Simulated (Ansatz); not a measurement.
# Work function of Ca(111): what the settings cost and change

Aim: the work function of Ca(111) against thickness and vacuum, with the cost.

Calculated with Ansatz 0.2.0; plane-wave DFT, PBE, Ansatz PAW.

## (1) The starting structure

The cell holds 1 atom: 1 Ca. Cell: a = 3.946 Å, b = 3.946 Å, c = 18.000 Å, α = 90.0°, β = 90.0°, γ = 60.0°. Vacuum lies along c.

## (2) Run, setting 1 layer

A work function rests on the faint tail of the density, so the SCF threshold is tight. The slab grows from one layer, at fixed mesh and 18 Å of vacuum; then the vacuum is varied on one slab.

input.yaml

```yaml
crystal:
  lattice:
    - [3.945655839, 0.0, 0.0]
    - [1.9728279195, 3.4170381912, 0.0]
    - [0.0, 0.0, 18.0]
  atoms:
    - { symbol: Ca, position: [0.6666666667, 0.6666666667, 0.5] }
kpoints:
  mp_grid: { grid: [12, 12, 1] }
hamiltonian:
  xc: pbe
scf:
  occupations: { method: fermi_dirac, width: 0.1 }
  convergence: { dr2_threshold: 1.0e-09 }
efield:
  axis: 3
  dipole_correction: true
  ramp_position: 0.97
  ramp_width: 0.06
output:
  write_potential: true
  write_density: true
  volumetric_format: npy
  elf: true
```

Started as:

```console
$ ansatz run input.yaml --threads 2 --pin off --max-ram 3072MiB --backend cpu --events-out ev --progress --plain --runs-dir out
```

Numbers of over 12 decimals in the logs are rounded to 6 here.

The program printed:

```text
Engine: ansatz 0.2.0, aarch64-unknown-linux-gnu
Pseudopotentials: kind: paw
Pseudopotential: Ca, paw, valence charge 10, recommended cutoff 420 eV (normal), Ca.paw.azcp
Functional definition: PBE
  parameter kappa = 0.804
  parameter beta = 0.066725
  exchange = pbe_x(kappa = kappa, mu = beta*pi^2/3)
  correlation = pbe_c(beta = beta)
Crystal: 1 atoms, lattice volume = 242.684 Å³
Basis set: ecut = 420 eV, 4789 PW (Γ)
Bands: 9, of which v1, the nominal top of the filled ones, is band 5 counted from 1 (4 counted from 0)
Symmetry: 12 space group operations
k-points: 19 of 144
Non-local potential: Ca, projectors of the file, l = 0: 3, l = 1: 2, l = 2: 2
PAW form: soft (Blöchl's): semilocal exchange-correlation on the pseudo side does not see the compensation charge
PAW one-centre angular grid: Ca, 110 points (default); XC on 64 Gauss nodes
Initial density: superposition of atomic densities (neutral atoms: chi_scale 0, normalization atom), corrected by the library's trained network
Initial wavefunctions: pseudopotential atomic-orbital guess
Functional: x = pbe(κ = 0.804, μ = 0.219515), c = pbe(β = 0.066725)
SCF iter   1: F=—  HF=-1816.100496 eV  |F-HF|=—  |Δ(HF+E_count)|=         —  Δρ=9.49e-4  dr2=3.59e-3  ethr=1.77e-3  p=-0.000 e·Å  D=-8.05e-16 V/Å  ΔV_dip=0.00 eV  dr2_dipole=1.50e-8  V_vac-E_F(+/−)=2.83/2.83 eV  ⟨swp⟩=8.9  Hψ=1754  notcnv=0
efield: sawtooth ramp at fractional position 0.9700 (set: `efield.ramp_position`, or a place that a band, a saddle search or an elastic batch's reference lends), width 0.0600; the density the first Hamiltonian is built on has a dipole p = -0.000 e·Å; the dipole correction subtracts the counter field D = -8.05e-16 V/Å, which shifts the + side's vacuum level by +0.00 eV against the − side's; the planar-averaged density in the ramp window peaks in size at 5.8e-6 e/Å³
preconditioner: auto → LDOS  [metal: Δε(μ)=0.020 eV  Ē_g=2.556 eV  σ=0.100 eV  W_gap=0.05  n_scr=8 (ndim 8)  ℏωp=3.4 eV  f_vac=0.667  D(μ)=1.60/eV (n_scr^D=6)  β→1.0]
SCF iter   2: F=—  HF=-1816.101989 eV  |F-HF|=—  |Δ(HF+E_count)|=   1.49e-3  Δρ=3.14e-4  dr2=1.47e-4  ethr=3.59e-5  p=0.000 e·Å  D=8.96e-6 V/Å  ΔV_dip=-0.00 eV  dr2_dipole=1.59e-8  V_vac-E_F(+/−)=2.84/2.84 eV  ⟨swp⟩=3.1  Hψ=463  notcnv=0
SCF iter   3: F=—  HF=-1816.102113 eV  |F-HF|=—  |Δ(HF+E_count)|=   1.24e-4  Δρ=7.62e-5  dr2=1.65e-5  ethr=1.47e-6  p=0.000 e·Å  D=1.60e-6 V/Å  ΔV_dip=-0.00 eV  dr2_dipole=1.19e-10  V_vac-E_F(+/−)=2.84/2.84 eV  ⟨swp⟩=2.2  Hψ=286  notcnv=0
SCF iter   4: F=—  HF=-1816.102128 eV  |F-HF|=—  |Δ(HF+E_count)|=   1.49e-5  Δρ=3.21e-5  dr2=3.41e-6  ethr=1.65e-7  p=0.000 e·Å  D=1.50e-6 V/Å  ΔV_dip=-0.00 eV  dr2_dipole=2.30e-10  V_vac-E_F(+/−)=2.84/2.84 eV  ⟨swp⟩=2.2  Hψ=293  notcnv=0
SCF iter   5: F=—  HF=-1816.102129 eV  |F-HF|=—  |Δ(HF+E_count)|=   9.79e-7  Δρ=8.32e-6  dr2=4.06e-7  ethr=3.41e-8  p=0.000 e·Å  D=5.40e-7 V/Å  ΔV_dip=-0.00 eV  dr2_dipole=1.46e-11  V_vac-E_F(+/−)=2.84/2.84 eV  ⟨swp⟩=2.9  Hψ=304  notcnv=0
SCF iter   6: F=—  HF=-1816.102116 eV  |F-HF|=—  |Δ(HF+E_count)|=   1.26e-5  Δρ=1.08e-6  dr2=1.15e-8  ethr=4.06e-9  p=0.000 e·Å  D=5.53e-7 V/Å  ΔV_dip=-0.00 eV  dr2_dipole=1.27e-10  V_vac-E_F(+/−)=2.84/2.84 eV  ⟨swp⟩=1.9  Hψ=210  notcnv=0
SCF iter   7: F=—  HF=-1816.102116 eV  |F-HF|=—  |Δ(HF+E_count)|=   3.07e-9  Δρ=7.57e-7  dr2=3.17e-9  ethr=1.00e-11  p=-0.000 e·Å  D=-2.98e-7 V/Å  ΔV_dip=0.00 eV  dr2_dipole=2.06e-10  V_vac-E_F(+/−)=2.84/2.84 eV  ⟨swp⟩=4.1  Hψ=602  notcnv=0
SCF iter   8: F=-1816.102116 eV  HF=-1816.102116 eV  |F-HF|=1.94e-10  |Δ(HF+E_count)|=  5.87e-10  Δρ=1.83e-7  dr2=3.77e-10  ethr=1.00e-11  p=0.000 e·Å  D=1.16e-7 V/Å  ΔV_dip=-0.00 eV  dr2_dipole=3.15e-12  V_vac-E_F(+/−)=2.84/2.84 eV  ⟨swp⟩=2.0  Hψ=345  notcnv=0
SCF 1 converged in 8 iterations: F = -1816.102116 eV  dr2 = 3.77e-10
  greatest PAW one-centre occupation: 0.996 electrons in one spin orbital (limit 2), on the Ca atom at site 0 (counted from 0), in its partial waves of l = 0
WARN: The output density's exchange-correlation potential varies sharply where the density is thin. Do not read a vacuum level from v_tot or v_xc, or from such a field of the output density. On a cell that repeats whose density bears no net charge and no dipole along the vacuum's axis use v_es (v_loc + v_h of the components); under efield.dipole_correction with no amplitude use v_es + v_field, which holds any externa [...]
SCF converged after 8 iterations
Free energy (F): -1816.102116 eV
Harris-Foulkes:  -1816.102116 eV  (|F-HF|=1.94e-10)
Internal energy: -1816.048395 eV  (E = F + TS)
E sigma→0 (E₀):  -1816.075256 eV
Entropy (-TS):   -0.053721 eV (-53.721 meV/atom)
Fermi energy:    -1.307452 eV
Dipole field:    D = -0.000002 V/Å  (p = -0.000003 e·Å, saw-weighted, corrected)
Work function:   Φ+ = 2.8427 eV   Φ− = 2.8426 eV
Levels:          The Fermi level and band energies are counted from a zero that moves with the ramp; work functions are not
--- Per-component energies (eV) ---
  E_band       = -244.821482
  E_kinetic    = 273.914304
  E_local      = -2446.759009  (includes V_loc(G=0)·N_el)
  E_nonlocal   = 63.664883
  E_hartree    = 1048.328752
  E_xc         = -134.772963
  E_vxc        = -167.878552  (∫ρ·V_xc dr)
  E_paw        = -858.174394  (= ΣΔE_a)
  E_vpaw       = -64.421448  (= ΣTr[D̂ρ^β])
  E_aug_tail   = -0.000006  (compensation charges beyond the density's cutoff)
  E_efield     = 0.000000  (sawtooth field / dipole correction)
  E_vefield    = 0.000000  (∫n·V_field dr)
  E_ewald      = 237.750037
  E_smearing   = -0.053721  (= −TS)
  E_closure    = -0.000000  (closes the sum)
  Σ components = -1816.102116   (vs F -1816.102116, Δ=0.00e0)
--- Band table (eV; the first three rows and the last of 19) ---
  k-point 0: bands = ["-44.2427", "-25.3370", "-25.0966", "-25.0966", "-4.3315", "-1.3607", "-0.4926", "0.5504", "0.5504"]
  k-point 1: bands = ["-44.2422", "-25.3363", "-25.1027", "-25.0981", "-4.2259", "-1.3141", "-0.4305", "0.4476", "0.6231"]
  k-point 2: bands = ["-44.2408", "-25.3342", "-25.1193", "-25.1021", "-3.9159", "-1.1844", "-0.2597", "0.1892", "0.8344"]
  k-point 18: bands = ["-44.2342", "-25.3242", "-25.1597", "-25.1597", "-0.9951", "-0.9951", "-0.0331", "-0.0331", "0.3358"]
```

It took 3 s on 2 threads of Arm Neoverse V2, shared host; peak memory 0.4 GiB; 5.8 s of CPU time.

The column dr2 measures how far the density is from self-consistency, as an energy; F and HF (Harris–Foulkes) agree once it is small.

Numbers from this step:

```
energy at zero smearing   : -1816.0753 eV
work function, upper face : 2.843 eV
```

Running mean over 3.222 Å of the planar mean; the ramp of the sawtooth is left out. The electron's electrostatic potential energy less the Fermi level by z:

z (Å), electron's electrostatic potential energy less the Fermi level (eV) and a bar from the least value:
```
      3.0       2.84 ##############################
      3.5       2.84 ##############################
      4.0       2.83 ##############################
      4.5       2.82 ##############################
      5.0       2.78 ##############################
      5.5       2.70 #############################
      6.0       2.49 ############################
      6.5       2.03 ##########################
      7.0       0.93 #####################
      7.5      -0.88 ############
      8.0      -2.43 ####
      8.5      -3.13 #
      9.0      -3.31 
      9.5      -3.13 #
     10.0      -2.43 ####
     10.5      -0.88 ############
     11.0       0.93 #####################
     11.5       2.03 ##########################
     12.0       2.49 ############################
     12.5       2.70 #############################
     13.0       2.78 ##############################
     13.5       2.82 ##############################
     14.0       2.83 ##############################
     14.5       2.84 ##############################
     15.0       2.84 ##############################
```

Electrostatic potential energy in the ca plane at fractional y = 0.667, with atoms of Ca within 0.2 Å of it. With pseudopotentials it is smooth inside the atoms' cores, unlike the true potential.

Ten even steps from '0' (-24 eV) to '9' (2 eV), each cell a mean:
```
99999999999999999998644578999999999999999999
99999999999999999986200047899999999999999999
99999999999999999985000027899999999999999999
99999999999999999985000037899999999999999999
99999999999999999987410268999999999999999999
99999999999999999998766789999999999999999999
99999999999999999999988999999999999999999999
99999999999999999999999999999999999999999999
99999999999999999999888889999999999999999999
```
Columns run along c (18.0 Å; values clipped at the 3rd and 97th percentile), rows up along a (3.9 Å). Atoms in or near the plane, at fractional coordinates: Ca at (0.50, 0.67).

Valence density in the ca plane at fractional y = 0.667, with atoms of Ca within 0.2 Å of it. It is the smooth field of the valence electrons, not physical close to the nuclei.

Ten steps, logarithmic in the rise over the least value, from '0' (0.0 e/Å³) to '9' (6.1 e/Å³), each cell a mean:
```
00000000000000000001244310000000000000000000
00000000000000000002578631000000000000000000
00000000000000000002799841000000000000000000
00000000000000000002699841000000000000000000
00000000000000000001366520000000000000000000
00000000000000000001122210000000000000000000
00000000000000000000111110000000000000000000
00000000000000000000111110000000000000000000
00000000000000000000111110000000000000000000
```
Columns run along c (18.0 Å), rows up along a (3.9 Å). Atoms in or near the plane, at fractional coordinates: Ca at (0.50, 0.67).

ELF in the ca plane at fractional y = 0.667, with atoms of Ca within 0.2 Å of it. It is the smooth field of the valence electrons, not physical close to the nuclei.

Ten even steps from '0' (0.00) to '9' (0.86), each cell a mean:
```
00000000000000012210134201221000000000000000
00000000000000012101699830121000000000000000
00000000000000011103999960011100000000000000
00000000000000011102899950011000000000000000
00000000000000012200478610121000000000000000
00000000000000012321111112321000000000000000
00000000000000012355444455431000000000000000
00000000000000012456666666431000000000000000
00000000000000012343221234431000000000000000
```
Columns run along c (18.0 Å), rows up along a (3.9 Å). Atoms in or near the plane, at fractional coordinates: Ca at (0.50, 0.67).

The work function is 2.843 eV.

## (3) Slab, 2 atoms

System of this step: Ca(111). The cell holds 2 atoms: 2 Ca. Cell: a = 3.946 Å, b = 3.946 Å, c = 21.222 Å, α = 90.0°, β = 90.0°, γ = 60.0°. Vacuum lies along c.

input.yaml, the sections that differ from step 2:

```yaml
crystal:
  lattice:
    - [3.945655839, 0.0, 0.0]
    - [1.9728279195, 3.4170381912, 0.0]
    - [0.0, 0.0, 21.2216145021]
  atoms:
    - { symbol: Ca, position: [0.6666666667, 0.6666666667, 0.4240959141] }
    - { symbol: Ca, position: [0.0, 0.0, 0.5759040859] }
output:
  write_potential: true
  write_density: true
  volumetric_format: npy
# kpoints, hamiltonian, scf, efield: as in step 2
```

The program printed:

```text
[...]
Crystal: 2 atoms, lattice volume = 286.119 Å³
Basis set: ecut = 420 eV, 5663 PW (Γ)
Bands: 14, of which v1, the nominal top of the filled ones, is band 10 counted from 1 (9 counted from 0)
Symmetry: 6 space group operations
k-points: 19 of 144 (time reversal used)
[...]
k-point 0: bands = [... 6 lower, -23.8519, -23.8519, -4.0374, -2.6983, -0.5309, 0.1990, 1.0247, 1.5832]
  k-point 1: bands = [... 6 lower, -23.8581, -23.8532, -3.9354, -2.5963, -0.4947, 0.2483, 1.0563, 1.4647]
  k-point 2: bands = [... 6 lower, -23.8667, -23.8568, -3.6359, -2.2985, -0.3927, 0.3676, 1.0547, 1.2433]
  k-point 18: bands = [... 6 lower, -23.9163, -23.9117, -0.5594, -0.4103, -0.4103, 0.3798, 0.6747, 0.7076]
[key lines of the parts left out:]
SCF converged after 9 iterations
Free energy (F): -3632.996377 eV
Fermi energy:    -0.466205 eV
Dipole field:    D = 0.000000 V/Å  (p = 0.000001 e·Å, saw-weighted, corrected)
Work function:   Φ+ = 2.9614 eV   Φ− = 2.9614 eV
```

Wall time 4.7 s (2 threads); peak memory 0.42 GiB.

The work function is 2.961 eV, +0.119 eV from the run “1 layer”, at 1.6 times its CPU time.

## (4) Slab, 3 atoms

System of this step: Ca(111). The cell holds 3 atoms: 3 Ca. Cell: a = 3.946 Å, b = 3.946 Å, c = 24.443 Å, α = 90.0°, β = 90.0°, γ = 60.0°. Vacuum lies along c.

input.yaml, the sections that differ from step 3:

```yaml
crystal:
  lattice:
    - [3.945655839, 0.0, 0.0]
    - [1.9728279195, 3.4170381912, 0.0]
    - [0.0, 0.0, 24.4432290042]
  atoms:
    - { symbol: Ca, position: [0.3333333333, 0.3333333333, 0.368200126] }
    - { symbol: Ca, position: [0.6666666667, 0.6666666667, 0.5] }
    - { symbol: Ca, position: [0.0, 0.0, 0.631799874] }
# kpoints, hamiltonian, scf, efield, output: as in step 3
```

The program printed:

```text
[...]
Crystal: 3 atoms, lattice volume = 329.555 Å³
Basis set: ecut = 420 eV, 6537 PW (Γ)
Bands: 19, of which v1, the nominal top of the filled ones, is band 15 counted from 1 (14 counted from 0)
Symmetry: 6 space group operations
k-points: 19 of 144 (time reversal used)
[...]
k-point 1: bands = [... 11 lower, -22.8306, -3.4521, -2.6943, -1.5379, 0.1440, 0.7692, 1.3342, 2.0315, ... 4 higher]
  k-point 2: bands = [... 11 lower, -22.8347, -3.1524, -2.4017, -1.2514, 0.2283, 0.8895, 1.3878, 1.8177, ... 4 higher]
  k-point 18: bands = [... 11 lower, -22.8773, 0.0797, 0.0927, 0.0927, 0.5496, 0.6351, 0.6351, 1.2590, ... 4 higher]
[key lines of the parts left out:]
SCF converged after 9 iterations
Free energy (F): -5449.866061 eV
Fermi energy:    0.192890 eV
Dipole field:    D = -0.000000 V/Å  (p = -0.000000 e·Å, saw-weighted, corrected)
Work function:   Φ+ = 3.0044 eV   Φ− = 3.0044 eV
```

Elapsed: 8.7 s, on 2 threads; peak memory 0.5 GiB.

The work function is 3.004 eV, +0.043 eV from the run “2 layers”, at 1.9 times its CPU time.

## (5) Run, 4 atoms

System of this step: Ca(111). The cell holds 4 atoms: 4 Ca. Cell: a = 3.946 Å, b = 3.946 Å, c = 27.665 Å, α = 90.0°, β = 90.0°, γ = 60.0°. Vacuum lies along c.

input.yaml, the sections that differ from step 4:

```yaml
crystal:
  lattice:
    - [3.945655839, 0.0, 0.0]
    - [1.9728279195, 3.4170381912, 0.0]
    - [0.0, 0.0, 27.6648435062]
  atoms:
    - { symbol: Ca, position: [0.0, 0.0, 0.3253226427] }
    - { symbol: Ca, position: [0.3333333333, 0.3333333333, 0.4417742142] }
    - { symbol: Ca, position: [0.6666666667, 0.6666666667, 0.5582257858] }
    - { symbol: Ca, position: [0.0, 0.0, 0.6746773573] }
# kpoints, hamiltonian, scf, efield, output: as in step 4
```

The program printed:

```text
[...]
Crystal: 4 atoms, lattice volume = 372.990 Å³
Basis set: ecut = 420 eV, 7365 PW (Γ)
Bands: 24, of which v1, the nominal top of the filled ones, is band 20 counted from 1 (19 counted from 0)
Symmetry: 6 space group operations
k-points: 19 of 144 (time reversal used)
[...]
k-point 1: bands = [... 16 lower, -3.0090, -2.5253, -1.7392, -0.7900, 0.6467, 1.1729, 1.6573, 2.1819, ... 4 higher]
  k-point 2: bands = [... 16 lower, -2.7086, -2.2316, -1.4540, -0.5105, 0.7213, 1.2887, 1.7276, 2.1554, ... 4 higher]
  k-point 18: bands = [... 16 lower, 0.5679, 0.5679, 0.6058, 0.8031, 0.8031, 1.0261, 1.3489, 1.3489, ... 4 higher]
[key lines of the parts left out:]
SCF converged after 10 iterations
Free energy (F): -7266.745984 eV
Fermi energy:    0.720163 eV
Dipole field:    D = 0.000000 V/Å  (p = 0.000000 e·Å, saw-weighted, corrected)
Work function:   Φ+ = 3.0111 eV   Φ− = 3.0111 eV
```

Run time: 12 s. Hardware: 2 threads; peak memory 0.56 GiB; 25 s of CPU time.

The work function is 3.011 eV, +0.007 eV from the run “3 layers”, at 1.4 times its CPU time.

## (6) Slab, 5 atoms

System of this step: Ca(111). The cell holds 5 atoms: 5 Ca. Cell: a = 3.946 Å, b = 3.946 Å, c = 30.886 Å, α = 90.0°, β = 90.0°, γ = 60.0°. Vacuum lies along c.

input.yaml, the sections that differ from step 5:

```yaml
crystal:
  lattice:
    - [3.945655839, 0.0, 0.0]
    - [1.9728279195, 3.4170381912, 0.0]
    - [0.0, 0.0, 30.8864580083]
  atoms:
    - { symbol: Ca, position: [0.6666666667, 0.6666666667, 0.2913898381] }
    - { symbol: Ca, position: [0.0, 0.0, 0.3956949191] }
    - { symbol: Ca, position: [0.3333333333, 0.3333333333, 0.5] }
    - { symbol: Ca, position: [0.6666666667, 0.6666666667, 0.6043050809] }
    - { symbol: Ca, position: [0.0, 0.0, 0.7086101619] }
# kpoints, hamiltonian, scf, efield, output: as in step 5
```

The program printed:

```text
[...]
Crystal: 5 atoms, lattice volume = 416.425 Å³
Basis set: ecut = 420 eV, 8239 PW (Γ)
Bands: 30, of which v1, the nominal top of the filled ones, is band 25 counted from 1 (24 counted from 0)
Symmetry: 6 space group operations
k-points: 19 of 144 (time reversal used)
[...]
k-point 1: bands = [... 21 lower, -2.2949, -1.7416, -1.0106, -0.2244, 1.0528, 1.4957, 1.9374, 2.3588, ... 6 higher]
  k-point 2: bands = [... 21 lower, -1.9993, -1.4540, -0.7317, 0.0507, 1.1213, 1.6068, 2.0197, 2.3719, ... 6 higher]
  k-point 18: bands = [... 21 lower, 0.9901, 0.9901, 1.1049, 1.1967, 1.1967, 1.4455, 1.5794, 1.5794, ... 6 higher]
[key lines of the parts left out:]
SCF converged after 10 iterations
Free energy (F): -9083.625317 eV
Fermi energy:    1.142365 eV
Dipole field:    D = 0.000000 V/Å  (p = 0.000001 e·Å, saw-weighted, corrected)
Work function:   Φ+ = 3.0039 eV   Φ− = 3.0040 eV
```

Elapsed: 19 s, on 2 threads; peak memory 0.66 GiB.

The work function is 3.004 eV, -0.007 eV from the run “4 layers”, at 1.5 times its CPU time.

## (7) Run, 6 atoms

System of this step: Ca(111). The cell holds 6 atoms: 6 Ca. Cell: a = 3.946 Å, b = 3.946 Å, c = 34.108 Å, α = 90.0°, β = 90.0°, γ = 60.0°. Vacuum lies along c.

input.yaml, the sections that differ from step 6:

```yaml
crystal:
  lattice:
    - [3.945655839, 0.0, 0.0]
    - [1.9728279195, 3.4170381912, 0.0]
    - [0.0, 0.0, 34.1080725104]
  atoms:
    - { symbol: Ca, position: [0.3333333333, 0.3333333333, 0.2638671534] }
    - { symbol: Ca, position: [0.6666666667, 0.6666666667, 0.358320292] }
    - { symbol: Ca, position: [0.0, 0.0, 0.4527734307] }
    - { symbol: Ca, position: [0.3333333333, 0.3333333333, 0.5472265693] }
    - { symbol: Ca, position: [0.6666666667, 0.6666666667, 0.641679708] }
    - { symbol: Ca, position: [0.0, 0.0, 0.7361328466] }
# kpoints, hamiltonian, scf, efield, output: as in step 6
```

The program printed:

```text
[...]
Crystal: 6 atoms, lattice volume = 459.861 Å³
Basis set: ecut = 420 eV, 9113 PW (Γ)
Bands: 36, of which v1, the nominal top of the filled ones, is band 30 counted from 1 (29 counted from 0)
Symmetry: 6 space group operations
k-points: 19 of 144 (time reversal used)
[...]
k-point 0: bands = [... 26 lower, -1.7584, -1.2023, -0.5428, 0.1206, 1.3608, 1.7201, 2.1302, 2.5120, ... 8 higher]
  k-point 1: bands = [... 26 lower, -1.6594, -1.1055, -0.4480, 0.2161, 1.3823, 1.7582, 2.1655, 2.5326, ... 8 higher]
  k-point 2: bands = [... 26 lower, -1.3691, -0.8235, -0.1740, 0.4887, 1.4465, 1.8645, 2.2545, 2.5700, ... 8 higher]
  k-point 18: bands = [... 26 lower, 1.3202, 1.4338, 1.4338, 1.4514, 1.6430, 1.7287, 1.7287, 2.0323, ... 8 higher]
[key lines of the parts left out:]
SCF converged after 10 iterations
Free energy (F): -10900.505016 eV
Fermi energy:    1.486099 eV
Dipole field:    D = 0.000000 V/Å  (p = 0.000000 e·Å, saw-weighted, corrected)
Work function:   Φ+ = 2.9981 eV   Φ− = 2.9981 eV
```

It took 25 s on 2 threads; peak memory 0.77 GiB; 50 s of CPU time.

The work function is 2.998 eV, -0.006 eV from the run “5 layers”, at 1.4 times its CPU time.

[end of part 1 of 2]

[Logs are printed without paths, hosts, clocks, repeated set-up lines and the standing remarks that a program may print on its own settings, such as how far it seeks lower states.]

[Hosts, paths, dates, database ids (printed as entryN), source tags and the programs' standing remarks are cut or masked in the printed files.]

[Maps of the electrostatic potential energy from Ansatz leave out the sawtooth potential of an applied field or a dipole correction, so their vacuum need not be flat; planar profiles and work functions include it.]
